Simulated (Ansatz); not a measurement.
An input for Ansatz 0.2.0 (Al2O3 (Corundum)):

```yaml
crystal:
  lattice:
    - [2.38025, 1.3742379782, 4.3318666667]
    - [-2.38025, 1.3742379782, 4.3318666667]
    - [0.0, -2.7484759565, 4.3318666667]
  atoms:
    - { symbol: Al, position: [0.35216, 0.35216, 0.35216] }
    - { symbol: Al, position: [0.14784, 0.14784, 0.14784] }
    - { symbol: Al, position: [0.64784, 0.64784, 0.64784] }
    - { symbol: Al, position: [0.85216, 0.85216, 0.85216] }
    - { symbol: O, position: [0.55668, 0.94332, 0.25] }
    - { symbol: O, position: [0.25, 0.55668, 0.94332] }
    - { symbol: O, position: [0.94332, 0.25, 0.55668] }
    - { symbol: O, position: [0.44332, 0.05668, 0.75] }
    - { symbol: O, position: [0.75, 0.44332, 0.05668] }
    - { symbol: O, position: [0.05668, 0.75, 0.44332] }
kpoints:
  mp_grid: { grid: [4, 4, 4] }
hamiltonian:
  xc: pbe
scf:
  occupations: { method: fixed }
gw:
  n_empty_bands: 164
  ecut_chi: 90
  qp_bands: [v3, c3]
  qp_kpoints: band_edges
  screening: { model: contour_deformation }
```

```sh
ansatz run input.yaml --threads 3 --pin off --max-ram 92160MiB --backend cuda --events-out ev --progress --plain --runs-dir out --devices 1 --max-vram 13GiB
```

**Question.** How long will it take on 1 × NVIDIA H100 80GB HBM3 (shared by 6 runs) with 3 threads of AMD EPYC 7R13 (Zen 3), shared host, and how much memory?

It took 18 s; on shared hardware allow 8.9 s to 36 s. Peak host memory was 1.1 GiB. The sizes that set the cost: 1653 plane waves a state, 13 irreducible k points, 188 bands summed, 169 plane waves in the screening and 6 SCF cycles.

The screening grows as filled bands × empty bands × pairs of k points, times the square of the screening basis for the matrix.

[Paths, hosts, dates, memory and timing lines, banners, echoed tables and standing remarks are left out of the program output.]

[Logs are printed without paths, hosts, clocks, repeated set-up lines and the standing remarks that a program may print on its own settings, such as how far it seeks lower states.]

[Runs of the session that timed out or met a known fault of the program may be left out.]

[Cells called generated may have been cut or substituted from an entry of the Crystallography Open Database or the Materials Project.]

[Hosts, paths, dates, database ids (printed as entryN), source tags and the programs' standing remarks are cut or masked in the printed files.]
